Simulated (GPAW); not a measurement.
# How the form of the self-energy moves the gap of SnO2 (Cassiterite)

Aim: compare treatments of exchange, screening and correlation for the gap of SnO2 (Cassiterite).

Method: PBE and many-body steps on it, plane waves, in GPAW 26.7.0.

**Experimental background.**

- Gap 3.6 eV: experimental gap quoted from earlier work; bulk crystal (quoted in “Study on the Photocatalytic Properties of Flower-Shaped SnO2”, 2022, pmc:9565917).

Report form: the programs' logs are mostly left out.

### Step 1. Starting point

It takes space group P4_2/mnm (No. 136, tetragonal). Conventional cell: a = 4.738 Å, b = 4.738 Å, c = 3.187 Å, α = 90.00°, β = 90.00°, γ = 90.00°. Sn has 6 O at 2.05 to 2.06 Å nearest. O has 3 Sn at 2.05 to 2.06 Å nearest. Farther neighbours and most contacts between anions are not listed.

Structure file:

```xyz
6
Lattice="4.7380 0.0000 0.0000 0.0000 4.7380 0.0000 0.0000 0.0000 3.1865" Properties=species:S:1:pos:R:3 pbc="T T T"
Sn    0.0000    0.0000    0.0000
Sn    2.3690    2.3690    1.5933
O     1.4550    1.4550    0.0000
O     0.9140    3.8240    1.5933
O     3.2830    3.2830    0.0000
O     3.8240    0.9140    1.5933
```

The cell and positions come from the Crystallography Open Database and are kept as given unless a step says otherwise.

### Step 2. Empty states on the mesh, 4×4×6 mesh, 469 bands

This step: GPAW 26.7.0; DFT, PBE, plane waves, PAW.

The sums over transitions need many empty states on a uniform mesh; this step solves for them.

The input, run.py:

```python
import json
import numpy as np
from gpaw.mpi import world
from gpaw import GPAW

calc = GPAW('gs.gpw').fixed_density(kpts={'size': (4, 4, 6), 'gamma': True},
    parallel={'domain': 1, 'band': 1},
    txt='nscf.txt')
calc.diagonalize_full_hamiltonian(nbands=469)
calc.write('full.gpw', mode='all')
res = {}
kpts = calc.get_ibz_k_points()
res['kpts'] = kpts
res['eigenvalues'] = [calc.get_eigenvalues(kpt=k) for k in range(len(kpts))]
res['n_electrons'] = calc.get_number_of_electrons()

if world.rank == 0:
    with open('result.json', 'w') as f:
        json.dump(res, f, default=lambda x: x.tolist())
```

On the command line:

```
$ mpirun -n 8 gpaw python run.py
```

Run time: 60 s. Hardware: 8 MPI ranks of Arm Neoverse V2, shared host; peak memory 5.3 GiB; 8 min of CPU time.

This step gave:

```
gap                                                           : 1.311 eV
k of the valence top                                          : 0, 0, 0
k of the conduction bottom                                    : 0, 0, 0
least direct gap                                              : 1.311 eV
k points computed                                             : 28
lowest point of the top converged band, above the valence top : 181.6619 eV
```

On this mesh the gap is 1.311 eV.

### Step 3. One-shot HSE06

This step: one-shot HSE06 levels on PBE orbitals, plane waves, PAW.

The input, run.py:

```python
import json
import numpy as np
from gpaw.mpi import world
from gpaw.hybrids.eigenvalues import non_self_consistent_eigenvalues

dft, vxc, vxc_hyb = non_self_consistent_eigenvalues('full.gpw', 'HSE06', 24, 28, kpt_indices=[0])
res = {'dft': dft[0], 'hybrid': (dft - vxc + vxc_hyb)[0]}
if world.rank == 0:
    with open('hybrid.txt', 'w') as f:
        for k, e0, e1 in zip([0], res['dft'], res['hybrid']):
            print(k, ' '.join(f'{x:9.4f}' for x in e0), '|', ' '.join(f'{x:9.4f}' for x in e1), file=f)

if world.rank == 0:
    with open('result.json', 'w') as f:
        json.dump(res, f, default=lambda x: x.tolist())
```

On the command line:

```
$ mpirun -n 8 gpaw python run.py
```

Wall time 3.2 s (8 MPI ranks); peak memory 1.8 GiB.

Numbers from this step:

- starting gap on the mesh: 1.311 eV
- hybrid gap on the mesh: 3.048 eV
- least direct hybrid gap on the computed points: 3.048 eV

### Step 4. GLLB-SC, self-consistent

This step: DFT, GLLB-SC with its derivative discontinuity, plane waves, PAW.

The input, run.py:

```python
import json
import numpy as np
from gpaw.mpi import world
from ase import Atoms
from gpaw import GPAW, PW, FermiDirac

atoms = Atoms(['Sn', 'Sn', 'O', 'O', 'O', 'O'],
    cell=[[4.7380000000, 0.0000000000, 0.0000000000],
      [0.0000000000, 4.7380000000, 0.0000000000],
      [0.0000000000, 0.0000000000, 3.1865000000]],
    scaled_positions=[[0.0000000000, 0.0000000000, 0.0000000000],
      [0.5000000000, 0.5000000000, 0.5000000000],
      [0.3071000000, 0.3071000000, 0.0000000000],
      [0.1929000000, 0.8071000000, 0.5000000000],
      [0.6929000000, 0.6929000000, 0.0000000000],
      [0.8071000000, 0.1929000000, 0.5000000000]],
    pbc=(True, True, True))
calc = GPAW(mode=PW(600),
    xc='GLLBSC',
    kpts={'size': (4, 4, 6), 'gamma': True},
    occupations=FermiDirac(0.001),
    nbands=-9,
    convergence={'bands': -3},
    maxiter=120,
    txt='gllbsc.txt')
atoms.calc = calc
atoms.get_potential_energy()
homo, lumo = calc.get_homo_lumo()
response = calc.hamiltonian.xc.response
dxc_pot = response.calculate_discontinuity_potential(homo, lumo)
ks_gap, dxc = response.calculate_discontinuity(dxc_pot)
res = {'ks_gap': ks_gap, 'dxc': dxc}

if world.rank == 0:
    with open('result.json', 'w') as f:
        json.dump(res, f, default=lambda x: x.tolist())
```

On the command line:

```
$ mpirun -n 8 gpaw python run.py
```

Run time: 18 s. Hardware: 8 MPI ranks; peak memory 1.4 GiB; 2.3 min of CPU time.

Numbers from this step:

| Property | Result |
| --- | --- |
| starting gap on the mesh | 2.491 eV |
| derivative discontinuity | 0.9108 eV |
| quasiparticle gap on the mesh | 3.402 eV |

### Step 5. G0W0, extrapolated in the cutoff

Now the one-shot GW correction: screening in the RPA, then the self-energy of the levels asked for.

This step: G0W0 on PBE, plane waves, PAW.

The input, run.py:

```python
import json
import numpy as np
from gpaw.mpi import world
from gpaw.response.g0w0 import G0W0

gw = G0W0('full.gpw',
    filename='gw',
    kpts=[0],
    bands=(24, 28),
    ecut=200.0,
    integrate_gamma='WS',
    ppa=True,
    ecut_extrapolation=True)
gw.calculate()
res = {mode: {k: v for k, v in r.items() if k != 'sigma_eskwn'}
       for mode, r in gw.all_results.items()}

if world.rank == 0:
    with open('result.json', 'w') as f:
        json.dump(res, f, default=lambda x: x.tolist())
```

On the command line:

```
$ mpirun -n 8 gpaw python run.py
```

The job ended after 22 min (8 MPI ranks; peak memory 4.2 GiB; 2.9 h of CPU time).

Numbers from this step:

```
quasiparticle gap on the points computed              : 3.270 eV
least direct quasiparticle gap on the computed points : 3.270 eV
Z at the valence top                                  : 0.7702
Z at the conduction bottom                            : 0.8327
starting gap on the mesh                              : 1.311 eV
k of the valence top                                  : 0, 0, 0
k of the conduction bottom                            : 0, 0, 0
gaps at the cutoffs of the extrapolation              : 3.142, 3.154, 3.168 eV
```

The gap on the mesh goes from 1.31 eV to 3.27 eV, a correction of +1.96 eV.

### Step 6. One-shot Hartree-Fock

This step: one-shot Hartree-Fock levels on PBE orbitals, plane waves, PAW.

The input, run.py:

```python
import json
import numpy as np
from gpaw.mpi import world
from gpaw.hybrids.eigenvalues import non_self_consistent_eigenvalues

dft, vxc, vxc_hyb = non_self_consistent_eigenvalues('full.gpw', 'EXX', 24, 28, kpt_indices=[0])
res = {'dft': dft[0], 'hybrid': (dft - vxc + vxc_hyb)[0]}
if world.rank == 0:
    with open('hybrid.txt', 'w') as f:
        for k, e0, e1 in zip([0], res['dft'], res['hybrid']):
            print(k, ' '.join(f'{x:9.4f}' for x in e0), '|', ' '.join(f'{x:9.4f}' for x in e1), file=f)

if world.rank == 0:
    with open('result.json', 'w') as f:
        json.dump(res, f, default=lambda x: x.tolist())
```

On the command line:

```
$ mpirun -n 8 gpaw python run.py
```

The job ended after 3.5 s (8 MPI ranks; peak memory 1.7 GiB).

This step gave:

```
starting gap on the mesh                       : 1.311 eV
hybrid gap on the mesh                         : 11.34 eV
least direct hybrid gap on the computed points : 11.34 eV
```

### Step 7. The runs together

Times are wall times on 8 MPI ranks of Arm Neoverse V2, shared host, good to a factor of about two.

| run | mesh | bands | screening cutoff (eV) | DFT gap (eV) | gap on the mesh (eV) | direct (eV) | time |
| --- | --- | --- | --- | --- | --- | --- | --- |
| one-shot HSE06 | 4×4×6 | - | - | 1.311 | 3.048 | 3.048 | 3.2 s |
| GLLB-SC, self-consistent | 4×4×6 | - | - | 2.491 | 3.402 | - | 18 s |
| G0W0, extrapolated in the cutoff | 4×4×6 | - | 200 | 1.311 | 3.270 | 3.270 | 22 min |
| one-shot Hartree-Fock | 4×4×6 | - | - | 1.311 | 11.343 | 11.343 | 3.5 s |

### Step 8. Results

* one-shot HSE06: 3.048 eV
* GLLB-SC, self-consistent: 3.402 eV
* G0W0, extrapolated in the cutoff: 3.270 eV
* one-shot Hartree-Fock: 11.343 eV
* known limits: not at the basis limit; no spin-orbit coupling

GLLB-SC, self-consistent: +0.353 eV against one-shot HSE06, +1.180 eV of it in the start. G0W0, extrapolated in the cutoff: +0.222 eV against one-shot HSE06, at other bands or cutoff, so not like for like. One-shot Hartree-Fock: +8.295 eV against one-shot HSE06. One-shot hybrid levels are evaluated on the PBE orbitals. GLLB-SC has a self-consistent start of its own and adds its derivative discontinuity. Against experiment, by G0W0, extrapolated in the cutoff: the gap of 3.27 eV lies −0.33 eV from the measured 3.6 eV (kind not stated, quoted 2022). These are gaps on the mesh, at modest bands and cutoff. The calculation has static nuclei and no excitons; a measured gap holds zero-point and thermal motion, which mostly lowers it. Against the values above the computed gap that would widen the miss. An edge that is forbidden or weak in absorption could explain it, and so could too strong a screening: the start's gap is only 1.31 eV, and one shot does not repair that. Bands and cutoff are finite, so the gap is not at the basis limit. The miss can reach some tenths of an eV and take either sign; the mesh is an error of its own. These stock PAW sets were not made for GW. The program warns of a poor linear fit in the extrapolation of some level, so the extrapolated values are rough. The many-body steps are scalar-relativistic: spin-orbit coupling is not in them.

[Paths, hosts, dates, memory and timing lines, banners, echoed tables and standing remarks are left out of the program output.]

[Logs are printed without paths, hosts, clocks, repeated set-up lines and the standing remarks that a program may print on its own settings, such as how far it seeks lower states.]

[Runs of the session that timed out or met a known fault of the program may be left out.]

[Hosts, paths, dates, database ids (printed as entryN), source tags and the programs' standing remarks are cut or masked in the printed files.]
